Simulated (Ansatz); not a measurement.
## TcS2 (1H sheet): how robust is the cRPA U?

What does U in TcS2 (1H sheet) depend on besides the window?

Method: constrained RPA on PBEsol, plane waves, PAW, in Ansatz 0.2.0.

### Step 1. The structure

The cell holds 3 atoms: 1 Tc and 2 S. Its edges and angles: a = 3.240 Å, b = 3.240 Å, c = 30.263 Å, α = 90.0°, β = 90.0°, γ = 120.0°. Vacuum lies along c.

Structure file:

```cif
data_structure
_symmetry_space_group_name_H-M 'P 1'
_symmetry_Int_Tables_number 1
_cell_length_a 3.2400
_cell_length_b 3.2400
_cell_length_c 30.2634
_cell_angle_alpha 90.000
_cell_angle_beta 90.000
_cell_angle_gamma 120.000
_cell_volume 275.13
loop_
_atom_site_label
_atom_site_type_symbol
_atom_site_fract_x
_atom_site_fract_y
_atom_site_fract_z
_atom_site_occupancy
Tc1 Tc 0.00000 0.00000 0.31240 1
S2 S 0.33333 0.66667 0.36000 1
S3 S 0.33333 0.66667 0.26480 1
```

The structure was relaxed with PBEsol. The structure was generated from a model, not taken from a measurement. The runs that relaxed it are not among those shown. The program's search for lower electronic states was switched off, so nothing shows that the state found is the lowest. The default PAW set here is soft_2. Its files were made with PBE. The Coulomb interaction is cut off across the vacuum.

### Step 2. Base: Tc d + anion p, bands v8 to c3, 6×6×1 mesh, medium accuracy

Constrained RPA screens the interaction with every transition except those inside the target bands, which a later many-body model would treat itself.

The input, input.yaml:

```yaml
crystal:
  lattice:
    - [-2.80592858, 1.62000362, 0.0]
    - [0.0, -3.24000724, 0.0]
    - [0.0, 0.0, 30.26341314]
  atoms:
    - { symbol: Tc, position: [0.0, 0.0, 0.3124002101] }
    - { symbol: S, position: [0.3333333333, 0.6666666667, 0.3599975578] }
    - { symbol: S, position: [0.3333333333, 0.6666666667, 0.2648028623] }
  periodic: [true, true, false]
kpoints:
  mp_grid: { grid: [9, 9, 1] }
hamiltonian:
  xc: pbesol
scf:
  occupations: { method: gaussian, width: 0.08 }
  n_extra_bands: 19
  max_iter: 150
  lower_state_search: "off"
output:
  crpa:
    kmesh: [6, 6, 1]
    target_bands: [v8, c3]
    projections: [{ species: Tc, l: d, shell: 4 }, { species: S, l: p, shell: 3 }]
  local_orbitals:
    kmesh: [12, 12, 1]
    orbitals: [{ species: Tc, l: d, shell: 4 }, { species: S, l: p, shell: 3 }]
    window: { bands: [v8, c3] }
    seedname: lo
```

Command:

```console
ansatz run input.yaml --threads 8 --pin off --max-ram 14745MiB --backend cpu --events-out ev --progress --plain --runs-dir out
```

Numbers of over 12 decimals in the logs are rounded to 6 here.

The program printed:

```text
scf.n_extra_bands = 19 over 14 filled bands (N_el = 27.0): the run solves 33 bands
Engine: ansatz 0.2.0, aarch64-unknown-linux-gnu
Pseudopotentials: kind: paw
Pseudopotential: Tc, paw, valence charge 15, recommended cutoff 500 eV (normal), Tc.paw.azcp
Pseudopotential: S, paw, valence charge 6, recommended cutoff 420 eV (normal), S.paw.azcp
Functional definition: PBEsol
  exchange = pbesol_x
  correlation = pbesol_c
Crystal: 3 atoms, lattice volume = 275.132 Å³
Basis set: ecut = 500 eV, 6921 PW (Γ)
Bands: 33, of which v1, the nominal top of the filled ones, is band 14 counted from 1 (13 counted from 0)
Symmetry: 12 space group operations
Space group: P-6m2 (ITA 187), of the structure as read, at distance tolerance 6.5e-5 Å
k-points: 12 of 81 (time reversal used)
Non-local potential: Tc, projectors of the file, l = 0: 3, l = 1: 3, l = 2: 2, l = 3: 2
Non-local potential: S, projectors of the file, l = 0: 2, l = 1: 2, l = 2: 2
PAW form: soft (Blöchl's): semilocal exchange-correlation on the pseudo side does not see the compensation charge
PAW frozen core: Tc, regenerated for the run's functional, and the local potential with it (the file was generated under x = pbe(κ = 0.804, μ = 0.219515), c = pbe(β = 0.066725))
PAW frozen core: S, regenerated for the run's functional, and the local potential with it (the file was generated under x = pbe(κ = 0.804, μ = 0.219515), c = pbe(β = 0.066725))
PAW one-centre angular grid: Tc, 590 points (default); XC on 64 Gauss nodes
PAW one-centre angular grid: S, 110 points (default); XC on 64 Gauss nodes
Initial density: superposition of atomic densities (neutral atoms: chi_scale 0, normalization atom)
Initial wavefunctions: pseudopotential atomic-orbital guess
Functional: x = pbesol(κ = 0.804, μ = 0.123457), c = pbesol(β = 0.046)
SCF iter   1: F=—  HF=-7109.456440 eV  |F-HF|=—  |Δ(HF+E_count)|=         —  Δρ=2.02e-2  dr2=2.50e0  ethr=3.10e-3  ⟨swp⟩=12.7  Hψ=3576  notcnv=0  defer=76
preconditioner: auto → LDOS  [insulator: Δε(μ)=0.273 eV  Ē_g=14.611 eV  σ=0.080 eV  W_gap=0.75  n_scr=16 (ndim 8)  ℏωp=9.8 eV  f_vac=0.770  D(μ)=2.17/eV (n_scr^D=10)  ε∞_Penn≈1.4  β→1.0]
SCF iter   2: F=—  HF=-7109.507223 eV  |F-HF|=—  |Δ(HF+E_count)|=   5.08e-2  Δρ=1.65e-2  dr2=3.09e0  ethr=3.10e-3  ⟨swp⟩=5.2  Hψ=884  notcnv=0  defer=164
SCF iter   3: F=—  HF=-7108.909369 eV  |F-HF|=—  |Δ(HF+E_count)|=   5.98e-1  Δρ=2.83e-3  dr2=3.04e-2  ethr=3.10e-3  ⟨swp⟩=3.8  Hψ=770  notcnv=0  defer=151
SCF iter   4: F=—  HF=-7108.907290 eV  |F-HF|=—  |Δ(HF+E_count)|=   2.08e-3  Δρ=5.99e-4  dr2=7.12e-4  ethr=1.13e-4  ⟨swp⟩=3.3  Hψ=643  notcnv=0  defer=149
SCF iter   5: F=—  HF=-7108.907372 eV  |F-HF|=—  |Δ(HF+E_count)|=   8.16e-5  Δρ=1.69e-4  dr2=4.42e-5  ethr=2.64e-6  ⟨swp⟩=3.5  Hψ=602  notcnv=0  defer=149
[...]
cRPA screening: q 29/36 (q-point 18)
cRPA screening: q 31/36 (q-point 19)
cRPA screening: q 33/36 (q-point 20)
SCF converged after 8 iterations
Free energy (F): -7108.907398 eV
Harris-Foulkes:  -7108.907398 eV  (|F-HF|=2.79e-8)
Internal energy: -7108.900650 eV  (E = F + TS)
E sigma→0 (E₀):  -7108.904024 eV
Entropy (-TS):   -0.006748 eV (-2.249 meV/atom)
Fermi energy:    -4.447885 eV
--- Per-component energies (eV) ---
  E_band       = -617.878892
  E_kinetic    = 838.496091
  E_local      = -47682.319825  (includes V_loc(G=0)·N_el)
  E_nonlocal   = 346.440476
  E_hartree    = 23240.016565
  E_xc         = -429.920619
  E_vxc        = -468.484321  (∫ρ·V_xc dr)
  E_paw        = -4388.145519  (= ΣΔE_a)
  E_vpaw       = -132.047638  (= ΣTr[D̂ρ^β])
  E_aug_tail   = -0.000010  (compensation charges beyond the density's cutoff)
  E_ewald      = 20966.181448
  E_core_change = 0.350743  (= ΣΔE_core)
  E_smearing   = -0.006748  (= −TS)
  E_closure    = -0.000000  (closes the sum)
  Σ components = -7108.907398   (vs F -7108.907398, Δ=0.00e0)
--- Band table (eV; the first three rows and the last of 12) ---
  k-point 0: bands = [... 10 lower, -8.2259, -7.2392, -5.8495, -3.5923, -3.5923, -3.0420, -3.0420, -0.5249, ... 15 higher]
  k-point 1: bands = [... 10 lower, -8.4583, -6.9053, -6.0275, -3.8231, -3.4398, -3.3075, -3.2853, -0.1876, ... 15 higher]
  k-point 2: bands = [... 10 lower, -8.7124, -6.8962, -6.6307, -3.8752, -3.8165, -3.6950, -2.7189, 0.4456, ... 15 higher]
  k-point 11: bands = [... 10 lower, -8.8385, -7.8767, -6.5517, -5.4132, -3.1076, -3.0016, -1.7905, 0.8088, ... 15 higher]
  the weakly bound empty levels are not read free of the cell's end (no_gap_told)
--- cRPA (band scheme, projected local orbitals): target bands 7..17 (1-based), 11 Wannier function(s), 6×6×1 mesh, 34 bands' worth read of 39 solved, ecut_chi 136.0 eV, v(q+G=0) probe_charge, pair densities all_electron ---
  χ-basis size per q: N_G = 951..1029
  window electrons = 15.0000, filled by tetrahedron_uncorrected; constrained ε̄⁻¹(q = 0, 0) head = 0.821240; min gauge Gram eig = 0.7401
  Kanamori averages over each shell's own Wannier functions (sites counted from 0, functions from 1):
  Each shell's averages of U are screened by what lies outside the whole window alone: parameters of one model of all the shells.
    Site 0, 4D, 5 of 5 d orbitals (Wannier functions 1, 2, 3, 4, 5; wannier90's mr 1, 2, 3, 4, 5):
      screened: U = 6.6925 eV, U' = 5.8954 eV, J = 0.4049 eV
      screened, to within: U = 2.5e-2 eV, U' = 2.5e-2 eV, J = 8.6e-4 eV
      bare: V = 14.2901 eV, V' = 13.2332 eV, J = 0.5356 eV
    Site 1, 3P, 3 of 3 p orbitals (Wannier functions 6, 7, 8; wannier90's mr 1, 2, 3):
      screened: U = 6.7637 eV, U' = 5.8303 eV, J = 0.4722 eV
      screened, to within: U = 1.7e-2 eV, U' = 1.7e-2 eV, J = 8.7e-4 eV
      bare: V = 12.5603 eV, V' = 11.1781 eV, J = 0.7015 eV
    Site 2, 3P, 3 of 3 p orbitals (Wannier functions 9, 10, 11; wannier90's mr 1, 2, 3):
      screened: U = 6.7637 eV, U' = 5.8303 eV, J = 0.4722 eV
      screened, to within: U = 1.7e-2 eV, U' = 1.7e-2 eV, J = 8.7e-4 eV
      bare: V = 12.5603 eV, V' = 11.1781 eV, J = 0.7015 eV
  Hermiticity witness max|P − P†| over intra, direct and exchange elements: 8.88e-15 eV (screened), 3.55e-15 eV (bare)
  Reality witness max|Im| over intra, direct and exchange elements: 1.61e-9 eV (screened), 1.45e-14 eV (bare)
```

It took 4.9 min on 8 threads of Arm Neoverse V2, shared host; peak memory 3.3 GiB.

Reading the cycles: dr2 is the Hartree energy of the density residual (eV), the measure of convergence; HF is the Harris–Foulkes estimate of the energy, which meets the free energy F at convergence.

Numbers from this step:

| Item | Value |
| --- | --- |
| U | 6.693 eV |
| U prime (inter-orbital) | 5.895 eV |
| J | 0.4049 eV |
| bare V | 14.29 eV |
| bare J | 0.5356 eV |
| stated bound on U | 0.02429 eV |
| U over bare V | 0.4683 |
| electrons in the window | 15 |
| head of the constrained inverse dielectric matrix | 0.8212 |
| least eigenvalue of the projection's overlap | 0.7401 |
| target functions | 11 |
| bands in the sums | 34 |
| r.m.s. miss of the model bands | 2.16e-4 eV |
| width of the target bands | 10.10 eV |
| weight of the projected orbitals in the window | 0.9395 |

On the Tc d shell, screening brings the on-site interaction from 14.3 eV down to U = 6.69 eV.

### Step 3. Changed: 3×3×1 mesh

input.yaml, the sections that differ from step 2:

```yaml
output:
  crpa:
    kmesh: [3, 3, 1]
    target_bands: [v8, c3]
    projections: [{ species: Tc, l: d, shell: 4 }, { species: S, l: p, shell: 3 }]
# crystal, kpoints, hamiltonian, scf: as in step 2
```

The program printed:

```text
[...]
Crystal: 3 atoms, lattice volume = 275.132 Å³
Basis set: ecut = 500 eV, 6921 PW (Γ)
Bands: 33, of which v1, the nominal top of the filled ones, is band 14 counted from 1 (13 counted from 0)
Symmetry: 12 space group operations
[...]
k-points: 12 of 81 (time reversal used)
[...]
SCF iter   1: F=—  HF=-7109.456440 eV  |F-HF|=—  |Δ(HF+E_count)|=         —  Δρ=2.02e-2  dr2=2.50e0  ethr=3.10e-3  ⟨swp⟩=12.7  Hψ=3576  notcnv=0  defer=76
[...]
SCF iter   8: F=-7108.907398 eV  HF=-7108.907398 eV  |F-HF|=2.79e-8  |Δ(HF+E_count)|=   3.34e-7  Δρ=1.94e-6  dr2=7.01e-9  ethr=3.70e-10  ⟨swp⟩=20.0  Hψ=3752  notcnv=0
SCF 1 converged in 8 iterations: F = -7108.907398 eV  dr2 = 7.01e-9
[...]
NSCF: frozen V_eff on 3 k-points
[...]
cRPA screening: q 1/9
cRPA screening: q 2/9
cRPA screening: q 4/9
cRPA screening: q 8/9 (q-point 5)
SCF converged after 8 iterations
[...]
k-point 2: bands = [... 10 lower, -8.7124, -6.8962, -6.6307, -3.8752, -3.8165, -3.6950, -2.7189, 0.4456, ... 15 higher]
  k-point 11: bands = [... 10 lower, -8.8385, -7.8767, -6.5517, -5.4132, -3.1076, -3.0016, -1.7905, 0.8088, ... 15 higher]
  the weakly bound empty levels are not read free of the cell's end (no_gap_told)
[...]
χ-basis size per q: N_G = 951..1029
[...]
screened: U = 6.6613 eV, U' = 5.8614 eV, J = 0.4046 eV
      screened, to within: U = 2.5e-2 eV, U' = 2.5e-2 eV, J = 8.7e-4 eV
      bare: V = 14.3716 eV, V' = 13.3120 eV, J = 0.5348 eV
    Site 1, 3P, 3 of 3 p orbitals (Wannier functions 6, 7, 8; wannier90's mr 1, 2, 3):
      screened: U = 6.8262 eV, U' = 5.8803 eV, J = 0.4782 eV
      screened, to within: U = 1.9e-2 eV, U' = 1.9e-2 eV, J = 9.2e-4 eV
      bare: V = 12.7473 eV, V' = 11.3485 eV, J = 0.7083 eV
    Site 2, 3P, 3 of 3 p orbitals (Wannier functions 9, 10, 11; wannier90's mr 1, 2, 3):
      screened: U = 6.8262 eV, U' = 5.8803 eV, J = 0.4782 eV
      screened, to within: U = 1.9e-2 eV, U' = 1.9e-2 eV, J = 9.2e-4 eV
      bare: V = 12.7473 eV, V' = 11.3485 eV, J = 0.7083 eV
[...]
[key lines of the parts left out:]
Free energy (F): -7108.907398 eV
Fermi energy:    -4.447885 eV
```

Wall time 40 s (8 threads); peak memory 3.2 GiB; 5 min of CPU time.

Numbers from this step:

| Item | Value |
| --- | --- |
| U | 6.661 eV |
| U prime (inter-orbital) | 5.861 eV |
| J | 0.4046 eV |
| bare V | 14.37 eV |
| bare J | 0.5348 eV |
| stated bound on U | 0.02473 eV |
| U over bare V | 0.4635 |
| electrons in the window | 15 |
| head of the constrained inverse dielectric matrix | 0.7825 |
| least eigenvalue of the projection's overlap | 0.7516 |
| target functions | 11 |
| bands in the sums | 34 |
| width of the target bands | 10.10 eV |
| weight of the projected orbitals in the window | 0.9395 |

On the Tc d shell, screening brings the on-site interaction from 14.4 eV down to U = 6.66 eV.

### Step 4. Changed: sums over states on smooth products

Changes to input.yaml since step 3:

```diff
@@ -21,4 +21,8 @@
   crpa:
-    kmesh: [3, 3, 1]
+    kmesh: [6, 6, 1]
     target_bands: [v8, c3]
     projections: [{ species: Tc, l: d, shell: 4 }, { species: S, l: p, shell: 3 }]
+    accuracy: sum_over_states
+    pair_densities: pseudo
+    n_empty_bands: 28
+    ecut_chi: 136
```

The program printed:

```text
[...]
Crystal: 3 atoms, lattice volume = 275.132 Å³
Basis set: ecut = 500 eV, 6921 PW (Γ)
Bands: 33, of which v1, the nominal top of the filled ones, is band 14 counted from 1 (13 counted from 0)
Symmetry: 12 space group operations
[...]
k-points: 12 of 81 (time reversal used)
[...]
screened: U = 7.3088 eV, U' = 6.3383 eV, J = 0.4949 eV
      bare: V = 14.2901 eV, V' = 13.2332 eV, J = 0.5356 eV
    Site 1, 3P, 3 of 3 p orbitals (Wannier functions 6, 7, 8; wannier90's mr 1, 2, 3):
      screened: U = 7.3093 eV, U' = 6.1706 eV, J = 0.5754 eV
      bare: V = 12.5603 eV, V' = 11.1781 eV, J = 0.7015 eV
    Site 2, 3P, 3 of 3 p orbitals (Wannier functions 9, 10, 11; wannier90's mr 1, 2, 3):
      screened: U = 7.3093 eV, U' = 6.1706 eV, J = 0.5754 eV
      bare: V = 12.5603 eV, V' = 11.1781 eV, J = 0.7015 eV
[...]
[key lines of the parts left out:]
SCF converged after 8 iterations
Free energy (F): -7108.907398 eV
Fermi energy:    -4.447885 eV
```

Run time: 21 s. Hardware: 8 threads; peak memory 0.97 GiB.

This variant gives U = 7.31 eV against 6.69 eV. It is a finite sum over empty states with no bound on its error and stays out of the table below.

### Step 5. Changed: accuracy low

Changes to input.yaml since step 4:

```diff
@@ -24,5 +24,2 @@
     projections: [{ species: Tc, l: d, shell: 4 }, { species: S, l: p, shell: 3 }]
-    accuracy: sum_over_states
-    pair_densities: pseudo
-    n_empty_bands: 28
-    ecut_chi: 136
+    accuracy: low
```

The program printed:

```text
[...]
Crystal: 3 atoms, lattice volume = 275.132 Å³
Basis set: ecut = 500 eV, 6921 PW (Γ)
Bands: 33, of which v1, the nominal top of the filled ones, is band 14 counted from 1 (13 counted from 0)
Symmetry: 12 space group operations
[...]
k-points: 12 of 81 (time reversal used)
[...]
screened: U = 6.7252 eV, U' = 5.7967 eV, J = 0.4698 eV
      screened, to within: U = 2.2e-1 eV, U' = 2.2e-1 eV, J = 1.1e-2 eV
      bare: V = 12.5603 eV, V' = 11.1781 eV, J = 0.7015 eV
    Site 2, 3P, 3 of 3 p orbitals (Wannier functions 9, 10, 11; wannier90's mr 1, 2, 3):
      screened: U = 6.7252 eV, U' = 5.7967 eV, J = 0.4698 eV
      screened, to within: U = 2.2e-1 eV, U' = 2.2e-1 eV, J = 1.1e-2 eV
      bare: V = 12.5603 eV, V' = 11.1781 eV, J = 0.7015 eV
[...]
[key lines of the parts left out:]
SCF converged after 8 iterations
Free energy (F): -7108.907398 eV
Fermi energy:    -4.447885 eV
```

The job ended after 2.5 min (8 threads; peak memory 3.3 GiB; 19 min of CPU time).

Numbers from this step:

- U: 6.666 eV
- U prime (inter-orbital): 5.875 eV
- J: 0.4016 eV
- bare V: 14.29 eV
- bare J: 0.5356 eV
- stated bound on U: 0.2199 eV
- U over bare V: 0.4665
- electrons in the window: 15
- head of the constrained inverse dielectric matrix: 0.8212
- least eigenvalue of the projection's overlap: 0.7401
- target functions: 11
- bands in the sums: 34
- width of the target bands: 10.10 eV
- weight of the projected orbitals in the window: 0.9395

On the Tc d shell, screening brings the on-site interaction from 14.3 eV down to U = 6.67 eV.

[end of part 1 of 2]

[Paths, hosts, dates, memory and timing lines, banners, echoed tables and standing remarks are left out of the program output.]

[Logs are printed without paths, hosts, clocks, repeated set-up lines and the standing remarks that a program may print on its own settings, such as how far it seeks lower states.]

[Runs of the session that timed out or met a known fault of the program may be left out.]

[Hosts, paths, dates, database ids (printed as entryN), source tags and the programs' standing remarks are cut or masked in the printed files.]
